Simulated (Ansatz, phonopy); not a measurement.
# Ag (Silver, Fm-3m): phonons against volume, part 2 of 2

Aim: how the vibrations of Ag (Silver) shift with volume, and the expansion that follows.

Ansatz 0.2.0; DFT LDA, scalar-relativistic, plane waves, PAW; PAW set soft_1.

So far. Step 14 (Single point at a scaled cell, V/V0 1.05): The run ends at a pressure of -5.92 GPa. Step 15 (Phonons, V/V0 1.05): No mode is imaginary beyond numerical noise at the solved wavevectors.

**16. Mode Grüneisen parameters**

This step: DFT LDA, scalar-relativistic, plane waves, PAW; PAW set soft_1 (phonopy 4.10.0).

Numbers from this step:

```yaml
share_of_modes_with_a_negative_grueneisen_parameter: 0
```

Mean Grüneisen, by row:

```
T (K)  heat-capacity-weighted mean  root mean square
   50                        2.414             2.422
  100                        2.468             2.476
  200                        2.486             2.494
  300                        2.489             2.497
  500                        2.491             2.499
  800                        2.492             2.499
```

Table of mean mode Grueneisen parameter by wavenumber:

```
wavenumber (cm⁻¹)  mean mode Grueneisen parameter
              3.1                               -
              9.4                            2.14
             15.7                            1.66
             22.0                            2.29
             28.3                            2.22
             34.6                            2.15
             40.9                            2.21
             47.2                            2.17
             53.5                            2.27
             59.8                            2.25
             66.0                            2.26
             72.3                            2.25
             78.6                            2.27
             84.9                            2.27
             91.2                            2.31
             97.5                            2.37
            103.8                            2.42
            110.1                            2.47
            116.4                            2.52
            122.7                            2.54
            128.9                            2.61
            135.2                            2.64
            141.5                            2.65
            147.8                            2.66
            154.1                            2.62
            160.4                            2.66
            166.7                            2.67
            173.0                            2.67
            179.3                            2.69
            185.6                            2.71
```

Volume series, by row:

```
 V/V0  V (Å³/atom)  pressure (GPa)  E - E0 (meV/atom)  gap (eV)  zero-point energy (meV/atom)  lowest on the path (cm⁻¹)  highest at Gamma without the LO-TO term (cm⁻¹)
 0.97        15.55           4.612              6.712         0                          24.3                          0                                               -
0.985        15.79           2.193              1.629         0                          23.4                          0                                               -
    1        16.03               0                  0         0                         22.53                          0                                               -
1.015        16.27          -1.987                1.5         0                         21.68                          0                                               -
 1.03        16.51          -3.787              5.839         0                         20.86                          0                                               -
 1.05        16.83          -5.924              15.58         0                         19.79                          0                                               -
```

Grüneisen at points, by row:

```
point  branch  frequency (cm⁻¹)  mode Grüneisen parameter
    X       1             122.7                       2.4
    X       3             186.5                      2.67
    U       1             109.8                      2.32
    U       2             145.5                      2.72
    U       3               169                       2.7
    K       1             109.8                      2.32
    K       2             145.5                      2.72
    K       3               169                       2.7
    L       1                82                      2.08
    L       3             189.1                      2.73
    W       1             119.7                      2.64
    W       2             155.1                       2.7
```

**17. Quasi-harmonic fit by phonopy**

Numbers from this step:

* volume expansion coefficient at 300 K: 49.92 1e-6/K
* isothermal bulk modulus at 300 K: 126.5 GPa
* C_P at 300 K: 25.20 J/mol-atom/K
* Grüneisen parameter at 300 K: 2.552

The energy (each curve on its own zero) by volume; values in meV/atom:

```
volume (Å³/atom)  static  F at 0 K  F at 300 K  F at 1300 K
          15.545    6.71      8.92        14.3         38.9
          15.786    1.63      2.94        6.31         21.4
          16.026       0      0.44         1.7         7.22
          16.266     1.5      1.09         0.2        -3.92
          16.507    5.84       4.6        1.52        -12.3
          16.827    15.6      13.3        7.17        -19.9
```

Phonopy-qha, vinet fit of F(V) at each temperature; no electronic free energy. Qha vinet, by row:

```
T (K)  fitted volume (Å³/atom)  alpha_V (1e-6/K)  B_T (GPa)  C_P (J/mol-atom/K)  Grueneisen
  100                    16.12             36.57      134.7               19.59       2.463
  150                    16.16             43.15      132.7               22.65       2.506
  200                    16.19             46.32      130.7               23.97       2.525
  250                    16.23             48.34      128.6                24.7       2.539
  300                    16.27             49.92      126.5                25.2       2.552
  350                    16.31             51.29      124.3               25.58       2.564
  400                    16.35             52.59      122.2                25.9       2.577
  450                     16.4             53.87        120                26.2        2.59
  500                    16.44             55.15      117.7               26.48       2.603
  550                    16.49             56.47      115.5               26.77       2.616
  600                    16.54             57.84      113.2               27.05        2.63
  650                    16.58             59.27      110.8               27.34       2.645
  700                    16.63             60.77      108.5               27.64       2.659
```

The volume expansion coefficient, phonopy-qha, Vinet by temperature:

```
temperature (K)  volume expansion coefficient, phonopy-qha, Vinet (1e-6/K)
             75                                                       29.9
            100                                                       36.6
            125                                                       40.6
            150                                                       43.1
            175                                                       45.0
            200                                                       46.3
            225                                                       47.4
            250                                                       48.3
            275                                                       49.2
            300                                                       49.9
            325                                                       50.6
            350                                                       51.3
            375                                                       52.0
            400                                                       52.6
            425                                                       53.2
            450                                                       53.9
            475                                                       54.5
            500                                                       55.1
            525                                                       55.8
            550                                                       56.5
            575                                                       57.1
            600                                                       57.8
            625                                                       58.5
            650                                                       59.3
            675                                                       60.0
            700                                                       60.8
```

The fit gives a volume expansion of 49.9 × 10⁻⁶/K at 300 K.

**18. Outcome**

```
volume expansion coefficient at 300 K  : 49.92 1e-6/K
isothermal bulk modulus at 300 K       : 126.5 GPa
C_P at 300 K                           : 25.20 J/mol-atom/K
Grüneisen parameter at 300 K           : 2.552
mean mode Grüneisen parameter at 300 K : 2.49
```

What this shows: Near room temperature Ag (Silver) expands by 49.9 × 10⁻⁶/K in volume by LDA, with C_P = 25.2 J/(mol K) per mole of atoms and B_T = 126 GPa. The table stops at 700 K because beyond it the fitted volume comes within 1 % of the largest computed cell, where the fit loses its support. C_P at room temperature is 101 % of the classical 3R an atom. The fit leaves out the electrons' free energy, which adds to C_P and to the expansion of a metal at high temperature. The heat-capacity-weighted Grüneisen parameter goes from 2.41 at 50 K to 2.49 at 800 K. Weighting γ by the density of states and each mode's heat capacity at 300 K, modes below 60 cm⁻¹ give about 5 % of the sum of γC that drives the expansion, those up to 130 cm⁻¹ 54 % and the rest 42 %. Among the labelled points γ is largest for branch 3 at L (189 cm⁻¹, 2.7) and smallest for branch 1 at L (82 cm⁻¹, 2.1). The PAW files were made for PBE and are used here under another functional, for which the program regenerates the frozen cores.

Comparison with the measured values:

| quantity | measured | LDA |
| --- | --- | --- |
| lattice constant a (Å) | 4.086 | 4.002 (-2.1 %) |

Measured values from pmc:6739358 (2019).

**Verdict.** The lattice constant a is off by -2.1 %: a clear miss. The grades are ours: good and fair within 0.7 and 1.5 % for the lattice constant a. Zero-point motion and thermal expansion are not in the computed lattice constants.

[Logs are printed without paths, hosts, clocks, repeated set-up lines and the standing remarks that a program may print on its own settings, such as how far it seeks lower states.]

[Hosts, paths, dates, database ids (printed as entryN), source tags and the programs' standing remarks are cut or masked in the printed files.]

[A step with changed settings may run another functional than the one named; its input shows which.]

[Of the runs on displaced cells, only some may be shown.]
